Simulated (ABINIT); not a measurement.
# GePbSe3 (Pm-3m): zone-centre phonons

Which modes does GePbSe3 (Pm-3m) have at the zone centre?

Method: DFT LDA, scalar-relativistic, plane waves, HGH norm-conserving pseudopotentials, in ABINIT 10.8.3.

The structure was built from a prototype and need not be the compound's stable phase.

### 1. The starting structure

The structure is cubic, space group Pm-3m (No. 221). The conventional cell has a = 4.920 Å, b = 4.920 Å, c = 4.920 Å, α = 90.00°, β = 90.00°, γ = 90.00°. Nearest to Pb lie 12 Se at 3.48 Å. Ge has 6 Se at 2.46 Å nearest. Se has 2 Ge at 2.46 Å and 4 Pb at 3.48 Å nearest. Farther neighbours and most contacts between anions are not listed.

### 2. A first look

A first run with smearing and empty bands tells whether the crystal has a gap, which decides between fixed occupations and smearing later on.

The input, probe.abi:

```
# ground state
tolvrs 1.0d-08
prtden 1
prtwf 1

# basis, mesh and filling
ecut 20.0
ixc 7
ngkpt 4 4 4
nshiftk 1
shiftk 0.0 0.0 0.0
istwfk *1
occopt 7
tsmear 0.005
nband 20
nstep 100
diemac 9.0
prtebands 0
prtgsr 0

# cell and atoms
acell 3*1.0 Angstrom
rprim 
    4.9196 0.0 0.0
    0.0 4.9196 0.0
    0.0 0.0 4.9196
ntypat 3
znucl 82 32 34
natom 5
typat 1 2 3 3 3
xred 
    0.0 0.0 0.0
    0.5 0.5 0.5
    0.5 0.5 0.0
    0.5 0.0 0.5
    0.0 0.5 0.5
pp_dirpath "./pseudo"
pseudos "Pb.hgh, Ge.hgh, Se.hgh"
```

Started as:

```console
OMP_NUM_THREADS=1 mpirun -n 4 abinit probe.abi > probe.log
```

Numbers of over 12 decimals in the logs are rounded to 6 here.

probe.abo, the main output file:

```text
[banners, grids, parts of the stress and lines that vanish by symmetry left out]
- input  file    -> probe.abi
- output file    -> probe.abo
- root for input  files -> probei
[...]
Symmetries : space group Pm -3 m (#221); Bravais cP (primitive cubic)
[...]
mpw =        3468          nfft =       64000          nkpt =          10
[...]
== DATASET  1 ==================================================================
[...]
cutoff_energies: {ecut:  20.0, pawecutdg:  -1.0, }
[...]
Exchange-correlation functional for the present dataset will be:
  LDA: Perdew-Wang 92 LSD fit to Ceperley-Alder data - ixc=7
[...]
ETOT  1  -36.061045183171    -3.606E+01 2.418E-02 1.758E+02
 ETOT  2  -36.121390510718    -6.035E-02 6.895E-04 1.993E+01
 ETOT  3  -36.129285263129    -7.895E-03 8.023E-04 1.172E+00
 ETOT  4  -36.129608115865    -3.229E-04 3.368E-04 2.142E-02
 ETOT  5  -36.129612747180    -4.631E-06 5.272E-04 1.163E-04
 ETOT  6  -36.129612771488    -2.431E-08 1.184E-04 2.490E-06
 ETOT  7  -36.129612772085    -5.976E-10 1.168E-04 7.644E-08
 ETOT  8  -36.129612772106    -2.097E-11 2.404E-05 5.714E-10
 At SCF step    8       vres2   =  5.71E-10 < tolvrs=  1.00E-08 =>converged.
[...]
sigma(1 1)=  2.77648021E-05  sigma(3 2)=  0.00000000E+00
  sigma(2 2)=  2.77648021E-05  sigma(3 1)=  0.00000000E+00
  sigma(3 3)=  2.77648021E-05  sigma(2 1)=  0.00000000E+00
[...]
convergence: {deltae: -2.097E-11, res2:  5.714E-10, residm:  2.404E-05, diffor: null, }
etotal    :  -3.61296128E+01
[...]
sigma(1 1)=  2.77648021E-05  sigma(3 2)=  0.00000000E+00
  sigma(2 2)=  2.77648021E-05  sigma(3 1)=  0.00000000E+00
  sigma(3 3)=  2.77648021E-05  sigma(2 1)=  0.00000000E+00
[...]
- sigma(1 1)=  8.16868681E-01  sigma(3 2)=  0.00000000E+00
- sigma(2 2)=  8.16868681E-01  sigma(3 1)=  0.00000000E+00
- sigma(3 3)=  8.16868681E-01  sigma(2 1)=  0.00000000E+00
[...]
fcart     -0.0000000000E+00 -0.0000000000E+00 -0.0000000000E+00
           strten      2.7764802139E-05  2.7764802139E-05  2.7764802139E-05
================================================================================

[key lines of the parts left out:]
pressure_GPa:  -8.1687E-01
```

Elapsed: 6.9 s, on 4 MPI ranks of Arm Neoverse V1, shared host.

Read from the output:

* volume per atom: 23.81 Å³
* pressure: -0.8169 GPa
* gap on the k-mesh: 0 eV

No gap opens on this mesh, so smearing is kept; the printed pressure holds the stress of the finite basis too.

### 3. Rough relaxation

The typed start is rough, so a first relaxation with smearing and loose thresholds takes it towards rest cheaply.

The input, prerelax.abi:

```
# relaxation
ionmov 2
optcell 2
dilatmx 1.15
chkdilatmx 0
ntime 40
tolmxf 3.0d-04
tolvrs 1.0d-10
prtwf 0
prtden 0
chksymtnons 0

# basis, mesh and filling
ecut 21.0
ecutsm 3.0
ixc 7
ngkpt 4 4 4
nshiftk 1
shiftk 0.0 0.0 0.0
istwfk *1
occopt 7
tsmear 0.005
nband 20
nstep 100
diemac 1000000.0
prtebands 0
prtgsr 0

# cell and atoms
acell 3*1.0 Angstrom
rprim 
    4.9196 0.0 0.0
    0.0 4.9196 0.0
    0.0 0.0 4.9196
ntypat 3
znucl 82 32 34
natom 5
typat 1 2 3 3 3
xred 
    0.0 0.0 0.0
    0.5 0.5 0.5
    0.5 0.5 0.0
    0.5 0.0 0.5
    0.0 0.5 0.5
pp_dirpath "./pseudo"
pseudos "Pb.hgh, Ge.hgh, Se.hgh"
```

Started as:

```console
OMP_NUM_THREADS=1 mpirun -n 4 abinit prerelax.abi > prerelax.log
```

prerelax.abo, the main output file:

```text
[banners, grids, parts of the stress and lines that vanish by symmetry left out]
- input  file    -> prerelax.abi
- output file    -> prerelax.abo
- root for input  files -> prerelaxi
[...]
Symmetries : space group Pm -3 m (#221); Bravais cP (primitive cubic)
[...]
mpw =        5656          nfft =      110592          nkpt =          10
[...]
== DATASET  1 ==================================================================
[...]
cutoff_energies: {ecut:  21.0, pawecutdg:  -1.0, }
[...]
Exchange-correlation functional for the present dataset will be:
  LDA: Perdew-Wang 92 LSD fit to Ceperley-Alder data - ixc=7
[...]
ETOT  1  -36.058651190111    -3.606E+01 1.235E-02 3.033E+02
 ETOT  2  -36.124806208120    -6.616E-02 2.172E-03 1.657E+01
 ETOT  3  -36.128384431728    -3.578E-03 5.532E-04 1.706E+00
 ETOT  4  -36.128624740693    -2.403E-04 4.041E-04 1.140E-02
[...]
ETOT  7  -36.128646585115    -1.727E-12 2.131E-07 2.974E-11
 At SCF step    7       vres2   =  2.97E-11 < tolvrs=  1.00E-10 =>converged.
[...]
sigma(1 1)= -4.09462218E-08  sigma(3 2)=  0.00000000E+00
  sigma(2 2)= -4.09462218E-08  sigma(3 1)=  0.00000000E+00
  sigma(3 3)= -4.09462218E-08  sigma(2 1)=  0.00000000E+00
[...]
convergence: {deltae: -1.727E-12, res2:  2.974E-11, residm:  2.131E-07, diffor: null, }
etotal    :  -3.61286466E+01
[...]
At Broyd/MD step   3, gradients are converged :
[...]
sigma(1 1)= -4.09462218E-08  sigma(3 2)=  0.00000000E+00
  sigma(2 2)= -4.09462218E-08  sigma(3 1)=  0.00000000E+00
  sigma(3 3)= -4.09462218E-08  sigma(2 1)=  0.00000000E+00
[...]
- sigma(1 1)= -1.20467944E-03  sigma(3 2)=  0.00000000E+00
- sigma(2 2)= -1.20467944E-03  sigma(3 1)=  0.00000000E+00
- sigma(3 3)= -1.20467944E-03  sigma(2 1)=  0.00000000E+00
[...]
fcart     -0.0000000000E+00 -0.0000000000E+00 -0.0000000000E+00
           strten     -4.0946221775E-08 -4.0946221775E-08 -4.0946221775E-08
================================================================================

[key lines of the parts left out:]
pressure_GPa:   1.2047E-03
Total energy (etotal) [Ha]= -3.61286465851145E+01
```

The job ended after 27 s (4 MPI ranks).

Step by step:

```
step  energy less that of the first step (eV)  largest force (eV/Å)  volume (Å³)
   1                                   0.0000                0.0000       119.07
   2                                  -0.0002                0.0000       119.17
   3                                  -0.0005                0.0000       119.64
```

```
conventional cell, symmetrised  before  after  change
                         a (Å)   4.920  4.927  +0.2 %
                         b (Å)   4.920  4.927  +0.2 %
                         c (Å)   4.920  4.927  +0.2 %
              volume (Å³/atom)   23.81  23.93  +0.5 %
```

Read from the output:

```yaml
volume_per_atom: 23.93 Å³
pressure: 0.001205 GPa
```

The volume changes by +0.5 % in this run and stands +0.5 % from the first cell.

### 4. Relaxing the cell and atoms

The harmonic expansion needs vanishing forces, and a free crystal bears no stress, so cell and atoms are brought to rest. Stress is more sensitive to the basis than forces are: the last 3 Ha under the cutoff are smoothed with ecutsm, and the cutoff is raised above that of the later runs.

The input, relax.abi:

```
# relaxation
ionmov 2
optcell 2
dilatmx 1.08
ntime 40
tolmxf 1.0d-05
tolvrs 1.0d-14
prtwf 0
prtden 0
chksymtnons 0

# basis, mesh and filling
ecut 26.0
ecutsm 3.0
ixc 7
ngkpt 6 6 6
nshiftk 1
shiftk 0.0 0.0 0.0
istwfk *1
occopt 3
tsmear 0.01
nband 20
nstep 100
diemac 1000000.0
prtebands 0
prtgsr 0

# cell and atoms
acell 3*1.0 Angstrom
rprim 
    4.927445714 0.0 0.0
    0.0 4.927445714 0.0
    0.0 0.0 4.927445714
ntypat 3
znucl 82 32 34
natom 5
typat 1 2 3 3 3
xred 
    0.0 0.0 0.0
    0.5 0.5 0.5
    0.5 0.5 0.0
    0.5 0.0 0.5
    0.0 0.5 0.5
pp_dirpath "./pseudo"
pseudos "Pb.hgh, Ge.hgh, Se.hgh"
```

Started as:

```console
OMP_NUM_THREADS=1 mpirun -n 4 abinit relax.abi > relax.log
```

relax.abo, the main output file:

```text
[banners, grids, parts of the stress and lines that vanish by symmetry left out]
- input  file    -> relax.abi
- output file    -> relax.abo
- root for input  files -> relaxi
[...]
Symmetries : space group Pm -3 m (#221); Bravais cP (primitive cubic)
[...]
mpw =        6488          nfft =      110592          nkpt =          20
[...]
== DATASET  1 ==================================================================
[...]
cutoff_energies: {ecut:  26.0, pawecutdg:  -1.0, }
[...]
Exchange-correlation functional for the present dataset will be:
  LDA: Perdew-Wang 92 LSD fit to Ceperley-Alder data - ixc=7
[...]
ETOT  1  -36.072424863280    -3.607E+01 2.120E-02 3.023E+02
 ETOT  2  -36.141776520955    -6.935E-02 1.110E-03 2.993E+01
 ETOT  3  -36.148343874821    -6.567E-03 4.548E-04 1.749E+00
 ETOT  4  -36.148585452116    -2.416E-04 5.044E-04 1.495E-02
 ETOT  5  -36.148587796880    -2.345E-06 3.786E-04 2.885E-04
[...]
At SCF step   11       vres2   =  2.68E-15 < tolvrs=  1.00E-14 =>converged.
[...]
sigma(1 1)= -1.18989195E-05  sigma(3 2)=  0.00000000E+00
  sigma(2 2)= -1.18989195E-05  sigma(3 1)=  0.00000000E+00
  sigma(3 3)= -1.18989195E-05  sigma(2 1)=  0.00000000E+00
[...]
convergence: {deltae:  3.482E-13, res2:  2.677E-15, residm:  3.756E-05, diffor: null, }
etotal    :  -3.61485878E+01
[...]
ETOT  1  -36.148588471884    -3.615E+01 9.279E-06 8.065E-02
[...]
At SCF step    9       vres2   =  6.42E-16 < tolvrs=  1.00E-14 =>converged.
[...]
sigma(1 1)= -9.71222552E-06  sigma(3 2)=  0.00000000E+00
  sigma(2 2)= -9.71222552E-06  sigma(3 1)=  0.00000000E+00
  sigma(3 3)= -9.71222552E-06  sigma(2 1)=  0.00000000E+00
[...]
convergence: {deltae:  2.764E-12, res2:  6.420E-16, residm:  9.560E-07, diffor: null, }
etotal    :  -3.61485972E+01
[...]
ETOT  1  -36.148438123921    -3.615E+01 3.429E-06 1.638E+00
[...]
ETOT  9  -36.148616048723     1.208E-13 4.707E-07 1.191E-14
 ETOT 10  -36.148616048724    -6.963E-13 6.409E-07 1.260E-16
 At SCF step   10       vres2   =  1.26E-16 < tolvrs=  1.00E-14 =>converged.
[...]
sigma(1 1)= -8.49382762E-08  sigma(3 2)=  0.00000000E+00
  sigma(2 2)= -8.49382762E-08  sigma(3 1)=  0.00000000E+00
  sigma(3 3)= -8.49382762E-08  sigma(2 1)=  0.00000000E+00
[...]
convergence: {deltae: -6.963E-13, res2:  1.260E-16, residm:  6.409E-07, diffor: null, }
etotal    :  -3.61486160E+01
[...]
At Broyd/MD step   3, gradients are converged :
[...]
sigma(1 1)= -8.49382762E-08  sigma(3 2)=  0.00000000E+00
  sigma(2 2)= -8.49382762E-08  sigma(3 1)=  0.00000000E+00
  sigma(3 3)= -8.49382762E-08  sigma(2 1)=  0.00000000E+00
[...]
- sigma(1 1)= -2.49897036E-03  sigma(3 2)=  0.00000000E+00
- sigma(2 2)= -2.49897036E-03  sigma(3 1)=  0.00000000E+00
- sigma(3 3)= -2.49897036E-03  sigma(2 1)=  0.00000000E+00
[...]
fcart     -0.0000000000E+00 -0.0000000000E+00 -0.0000000000E+00
           strten     -8.4938276203E-08 -8.4938276202E-08 -8.4938276202E-08
================================================================================

[key lines of the parts left out:]
pressure_GPa:   2.4990E-03
Total energy (etotal) [Ha]= -3.61486160487241E+01
```

The job ended after 63 s (4 MPI ranks; 4.2 min of CPU time).

Relaxation path:

```
step  energy less that of the first step (eV)  largest force (eV/Å)  volume (Å³)
   1                                   0.0000                0.0000       119.64
   2                                  -0.0003                0.0000       119.77
   3                                  -0.0008                0.0000       120.34
```

```
conventional cell, symmetrised  before  after  change
                         a (Å)   4.927  4.937  +0.2 %
                         b (Å)   4.927  4.937  +0.2 %
                         c (Å)   4.927  4.937  +0.2 %
              volume (Å³/atom)   23.93  24.07  +0.6 %
```

This step gave:

| Property | Result |
| --- | --- |
| volume per atom | 24.07 Å³ |
| pressure | 0.002499 GPa |

The volume changes by +0.6 % in this run and stands +1.1 % from the first cell.

### 5. Ground state

First-order wavefunctions inherit every error of the ground state, hence the very tight tolvrs. Smearing stays on, as the first look found no gap above 0.3 eV.

The input, gs.abi:

```
# ground state
tolvrs 1.0d-16
prtden 1
prtwf 1

# basis, mesh and filling
ecut 20.0
ixc 7
ngkpt 6 6 6
nshiftk 1
shiftk 0.0 0.0 0.0
istwfk *1
occopt 3
tsmear 0.01
nband 20
nstep 100
diemac 1000000.0
prtebands 0
prtgsr 0

# cell and atoms
acell 3*1.0 Angstrom
rprim 
    4.937062759 0.0 0.0
    0.0 4.937062759 0.0
    0.0 0.0 4.937062759
ntypat 3
znucl 82 32 34
natom 5
typat 1 2 3 3 3
xred 
    0.0 0.0 0.0
    0.5 0.5 0.5
    0.5 0.5 0.0
    0.5 0.0 0.5
    0.0 0.5 0.5
pp_dirpath "./pseudo"
pseudos "Pb.hgh, Ge.hgh, Se.hgh"
```

Started as:

```console
OMP_NUM_THREADS=1 mpirun -n 4 abinit gs.abi > gs.log
```

gs.abo, the main output file:

```text
[banners, grids, parts of the stress and lines that vanish by symmetry left out]
- input  file    -> gs.abi
- output file    -> gs.abo
- root for input  files -> gsi
[...]
Symmetries : space group Pm -3 m (#221); Bravais cP (primitive cubic)
[...]
mpw =        3499          nfft =       64000          nkpt =          20
[...]
== DATASET  1 ==================================================================
[...]
cutoff_energies: {ecut:  20.0, pawecutdg:  -1.0, }
[...]
Exchange-correlation functional for the present dataset will be:
  LDA: Perdew-Wang 92 LSD fit to Ceperley-Alder data - ixc=7
[...]
ETOT  1  -36.068105719072    -3.607E+01 3.744E-02 1.743E+02
 ETOT  2  -36.135381777163    -6.728E-02 1.180E-03 1.744E+01
 ETOT  3  -36.141958077366    -6.576E-03 7.132E-04 1.010E+00
 ETOT  4  -36.142199008672    -2.409E-04 4.455E-04 9.839E-03
 ETOT  5  -36.142201676406    -2.668E-06 3.675E-04 1.778E-04
[...]
ETOT 11  -36.142201703459     5.755E-13 6.045E-06 1.591E-15
 ETOT 12  -36.142201703459    -4.832E-13 3.287E-06 1.453E-18
 At SCF step   12       vres2   =  1.45E-18 < tolvrs=  1.00E-16 =>converged.
[...]
sigma(1 1)=  3.63790605E-05  sigma(3 2)=  0.00000000E+00
  sigma(2 2)=  3.63790605E-05  sigma(3 1)=  0.00000000E+00
  sigma(3 3)=  3.63790605E-05  sigma(2 1)=  0.00000000E+00
[...]
convergence: {deltae: -4.832E-13, res2:  1.453E-18, residm:  3.287E-06, diffor: null, }
etotal    :  -3.61422017E+01
[...]
sigma(1 1)=  3.63790605E-05  sigma(3 2)=  0.00000000E+00
  sigma(2 2)=  3.63790605E-05  sigma(3 1)=  0.00000000E+00
  sigma(3 3)=  3.63790605E-05  sigma(2 1)=  0.00000000E+00
[...]
- sigma(1 1)=  1.07030891E+00  sigma(3 2)=  0.00000000E+00
- sigma(2 2)=  1.07030891E+00  sigma(3 1)=  0.00000000E+00
- sigma(3 3)=  1.07030891E+00  sigma(2 1)=  0.00000000E+00
[...]
fcart     -0.0000000000E+00 -0.0000000000E+00 -0.0000000000E+00
           strten      3.6379060517E-05  3.6379060517E-05  3.6379060517E-05
================================================================================

[key lines of the parts left out:]
pressure_GPa:  -1.0703E+00
```

Run time: 15 s. Hardware: 4 MPI ranks.

Read from the output:

- pressure: -1.070 GPa

The cell stands at -1.1 GPa: the relaxation ran with a smoothed and higher cutoff, and the difference is a stress of the finite basis.

[end of part 1 of 3]

[Host names and launcher messages were left out of these logs when they were recorded.]

[Logs are printed without paths, hosts, clocks, repeated set-up lines and the standing remarks that a program may print on its own settings, such as how far it seeks lower states.]

[Hosts, paths, dates, database ids (printed as entryN), source tags and the programs' standing remarks are cut or masked in the printed files.]
